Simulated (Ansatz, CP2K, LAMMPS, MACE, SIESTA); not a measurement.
# Which run comes nearest? Amorphous 59Ga2O3-41P2O5 (mol %) (192 atoms)

Density of this cell: 3.97 g/cm³. The cell holds 192 atoms: 39 Ga, 27 P and 126 O. Its edges and angles: a = 13.263 Å, b = 13.263 Å, c = 13.263 Å, α = 90.0°, β = 90.0°, γ = 90.0°. 192 atoms (39 Fe, 27 P, 126 O) placed at random at 3.33 g/cm³, melted at 5000 K for 10 ps at fixed volume with the Morse and Coulomb pair potential with partial charges (Pedone, Malavasi, Menziani, Cormack and Segre, J. Phys. Chem. B 110, 11780 (2006)). Quenched from 5000 K to 300 K at 100 K/ps and fixed volume, held 10 ps at zero pressure, then minimised at fixed cell. Then Fe was replaced by Ga and the cell scaled by 1.005 (the potential has no terms for the new elements, so the cell is a start for a DFT relaxation).

Geometry: as built.

The reference, a calculation:

| Item | Value |
| --- | --- |
| method | Kohn-Sham DFT, PBE, PAW, plane waves (Ansatz 0.2.0); cutoff 420 eV, Γ point, fermi-dirac smearing of 0.05 eV; PAW set soft_2 |
| r.m.s. force component | 1.058 eV/Å |
| longest force | 4.485 eV/Å |
| gap (highest filled to lowest empty level) | 0.5723 eV |
| SCF cycles | 11 |
| time | 44 s on 16 threads of Arm Neoverse N1, shared host |
| CPU time | 11 min |

Runs, in no order:
A. SIESTA PBE, SZ, shift 0.02 Ry, mesh 350 Ry: Kohn-Sham DFT, PBE, PseudoDojo 0.4.1 norm-conserving pseudopotentials (converted to PSML), numerical atomic orbitals (SZ), diagonalisation
B. MACE MP-0b2 small potential: machine-learned interatomic potential MACE MP-0b2 small, trained on PBE(+U) plane-wave data
C. CP2K PBE, DZVP-MOLOPT-SR, 600/40 Ry, OT DIIS: Kohn-Sham DFT, PBE, GTH-PBE pseudopotentials, Gaussian and plane waves, DZVP-MOLOPT-SR-GTH, orbital transformation

Q: Order them from the smallest to the largest r.m.s. force difference.

C, B, A.

```csv
run,"Δ force, r.m.s. (meV/Å)",share of r.m.s. force (%),CPU time
"C. CP2K PBE, DZVP-MOLOPT-SR, 600/40 Ry, OT DIIS",93.4,8.82,51 min
B. MACE MP-0b2 small potential,207,19.5,13 s
"A. SIESTA PBE, SZ, shift 0.02 Ry, mesh 350 Ry",3060,289,4.6 min
```

Machine-learned potentials mimic data converged in k, so the reference's own k-point error enters their differences. The network of bonds at the start is that of the classical potential that made the cell, and needn't be the one that DFT or experiment would give. The electronic-structure runs sample only Γ, in a cell whose shortest periodic width is 13 Å.

[Logs are printed without paths, hosts, clocks, repeated set-up lines and the standing remarks that a program may print on its own settings, such as how far it seeks lower states.]

[Hosts, paths, dates, database ids (printed as entryN), source tags and the programs' standing remarks are cut or masked in the printed files.]
